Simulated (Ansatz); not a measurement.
# SnSe2 (P-3m1): the dielectric response by several routes, part 2 of 2

How strongly does SnSe2 (P-3m1) screen? Routes: perturbation theory, a sum over states and the RPA step of G0W0.

Ansatz 0.2.0; linear response on PBE, plane waves, PAW. Known limits of the many-body steps: not at the basis limit; no spin-orbit coupling; coarse k mesh.

So far. Step 2 (Response to a homogeneous field): One over ε∞ averages 0.08, well under the quarter of exact exchange in PBE0, which by this rule of thumb may open the gap too far. Step 3 (Independent-particle spectrum): The sum gives ε∞ = 13.25 and 13.79 without local fields.

In doubt: the program warns that the response may not be converged on this k-mesh (step 2), which bears on dielectric and field responses.

## (3) Independent-particle spectrum (continued)

Level of this step: independent-particle optics on PBE, plane waves, PAW; PAW set soft_1 (Ansatz).

Independent particles, no local fields, Gaussian width 0.2 eV. The loss function by photon energy; read off at these points:

```
photon energy (eV)    xx=yy       zz
               0.0        0        0
               1.0  0.00158  0.00163
               2.0   0.0221   0.0453
               3.0   0.0403   0.0840
               4.0   0.0637   0.0356
               5.0   0.0660   0.0534
               6.0    0.104   0.0722
               7.0    0.187    0.124
               8.0    0.179    0.282
               9.0    0.197    0.186
              10.0    0.279    0.216
              11.0    0.366    0.328
              12.0    0.472    0.470
              13.0    0.662    0.593
              14.0    0.712    0.746
              15.0     1.09     1.30
              16.0     1.94     2.14
              17.0     3.04     3.08
              17.7     3.39     3.14
              18.0     3.29     3.24
              18.3     3.29     3.46
              19.0     2.66     2.55
              20.0     1.36     1.28
              21.0    0.984    0.895
              22.0    0.575    0.558
              23.0    0.440    0.428
              24.0    0.262    0.275
              25.0    0.237    0.317
```

## (4) RPA screening from the G0W0 run

Now the one-shot GW correction: screening in the RPA, then the self-energy of the levels asked for. This step takes PAW set soft_1 files.

This step: G0W0 on PBE, plane waves, PAW; PAW set soft_1.

The input, input.yaml:

```yaml
crystal:
  lattice:
    - [3.811, 0.0, 0.0]
    - [-1.9055, 3.3004228138, 0.0]
    - [0.0, 0.0, 6.136]
  atoms:
    - { symbol: Sn, position: [0.0, 0.0, 0.0] }
    - { symbol: Se, position: [0.3333333333, 0.6666666667, 0.2614399677] }
    - { symbol: Se, position: [0.6666666667, 0.3333333333, 0.7385600323] }
kpoints:
  mp_grid: { grid: [6, 6, 4] }
hamiltonian:
  xc: pbe
  pseudopotentials: { kind: paw, azcp: { folder: soft_1 } }
scf:
  occupations: { method: fixed }
gw:
  n_empty_bands: 495
  ecut_chi: 200.0
  qp_bands: [v2, c2]
  qp_kpoints: band_edges
  screening: { model: contour_deformation }
```

Launch:

```
$ ansatz run input.yaml --threads 3 --pin off --max-ram 92160MiB --backend cuda --events-out ev --progress --plain --runs-dir out --devices 1 --max-vram 13GiB
```

Numbers of over 12 decimals in the logs are rounded to 6 here.

The log of the run:

```text
GPUs: using 1 of 1 available (devices: 1).
[...]
GPU FFT provider: cuFFT
GPU libraries: cuBLAS 13.8.2, cuFFT 12.4.0, cuSOLVER 12.3.4
Crystal: 3 atoms, lattice volume = 77.178 Å³
Basis set: ecut = 420 eV, 1485 PW (Γ)
Bands: 28, of which v1, the nominal top of the filled ones, is band 23 counted from 1 (22 counted from 0)
Symmetry: 12 space group operations
[...]
k-points: 24 of 144
[...]
1    25     11.0538    -8.4206    -4.1999   -12.5975  0.7724    11.0308    11.0308  root
[...]
23    22      7.5327   -17.3922     1.5805   -15.1997  0.7215     6.9058     6.9207  root
    23    23      7.5327   -17.3922     1.5805   -15.1997  0.7215     6.9058     6.9207  root
    23    24     10.1903   -11.9121    -3.9945   -15.8864  0.7134    10.1701    10.1701  root
    23    25     12.2199    -7.9741    -4.3343   -12.2840  0.7712    12.1955    12.1955  root
[key lines of the parts left out:]
SCF converged after 8 iterations
Free energy (F): -16963.419068 eV
Fermi energy:    7.889192 eV
```

Run time: 52 s. Hardware: 1 × NVIDIA H100 80GB HBM3 (shared by 6 runs) with 3 threads of AMD EPYC 7R13 (Zen 3), shared host; peak memory 2.6 GiB; 78 s of CPU time.

Numbers from this step:

- bands summed: 518
- RPA ε∞ on this mesh (eigenvalues): 11.01, 14.42, 14.42
- plane waves in the screening matrix: 525
- G0W0 gap on the mesh: 1.164 eV
- k of the valence top: 0, 0.1667, -0.25
- k of the conduction bottom: 0, -0.5, -0.5
- starting gap on the mesh: 0.7024 eV
- least direct G0W0 gap on the computed points: 1.651 eV

The gap on the mesh goes from 0.70 eV to 1.16 eV, a correction of +0.46 eV. Between the two edge states, bare exchange in place of the xc potential would open the gap by 4.81 eV, and correlation takes back 4.35 eV.

Mean over the mesh in bins of 0.25 1/Å. The static inverse dielectric function, diagonal by length of q+G:

```
length of q+G (Å⁻¹)  static inverse dielectric function, diagonal
               0.30                                         0.119
               0.54                                         0.170
               0.98                                         0.297
               1.23                                         0.381
               1.49                                         0.465
               2.00                                         0.614
               2.26                                         0.673
               2.51                                         0.722
               3.01                                         0.798
               3.25                                         0.827
               3.50                                         0.854
               4.00                                         0.901
               4.25                                         0.919
               4.50                                         0.934
               5.00                                         0.955
               5.25                                         0.962
               5.50                                         0.968
               6.00                                         0.978
               6.25                                         0.981
               6.50                                         0.985
               7.00                                         0.990
               7.19                                         0.991
```

## (5) The values together

Times are wall times on 1 × NVIDIA H100 80GB HBM3 (shared by 6 runs) with 3 threads of AMD EPYC 7R13 (Zen 3), shared host, good to a factor of about two.

```
                                          method                             mesh  ε∞, low  middle   high   mean     time
perturbation theory (local fields and xc kernel)  6×6×4 (response on 1568 points)    10.98   12.59  12.59  12.05  1.9 min
               sum over states (no local fields)                          12×12×4    13.25   13.25  13.79  13.43  2.1 min
           RPA with local fields, on the GW mesh                            6×6×4    11.01   14.42  14.42  13.28     52 s
```

## (6) Results

```json
{
  "perturbation theory (local fields and xc kernel)": "10.98, 12.59, 12.59",
  "sum over states (no local fields)": "13.25, 13.25, 13.79",
  "RPA with local fields, on the GW mesh": "11.01, 14.42, 14.42"
}
```

In words: Mean Born effective charge: Sn1 4.16, Se2 -2.08 e. Distinct peaks of the ε₂ (xx=yy) stand at 3.7, 4.8 and 8.2 eV; the one at 3.7 eV is strongest. The loss function (xx=yy) has its highest peak at 17.7 eV. The sum without local fields gives 13.43 in the mean against 12.05 by perturbation theory; local fields lower ε∞ and the xc kernel gives part of it back, though the sum also carries the error of its own mesh. The RPA values on the 6×6×4 mesh average 1.10 times those of perturbation theory (means 13.28 and 12.05, which can hide unlike anisotropies). Without the xc kernel RPA should lie a little lower; it lies higher here. Perturbation theory sums its response on a denser mesh of its own, so the coarser sum of the GW run is the likely cause. PBE usually puts the gap too low, which tends to raise ε∞. Ions are clamped, so the lattice part of the static constant is not in these numbers.

[Paths, hosts, dates, memory and timing lines, banners, echoed tables and standing remarks are left out of the program output.]

[Logs are printed without paths, hosts, clocks, repeated set-up lines and the standing remarks that a program may print on its own settings, such as how far it seeks lower states.]

[Runs of the session that timed out or met a known fault of the program may be left out.]

[Cells called generated may have been cut or substituted from an entry of the Crystallography Open Database or the Materials Project.]

[Hosts, paths, dates, database ids (printed as entryN), source tags and the programs' standing remarks are cut or masked in the printed files.]
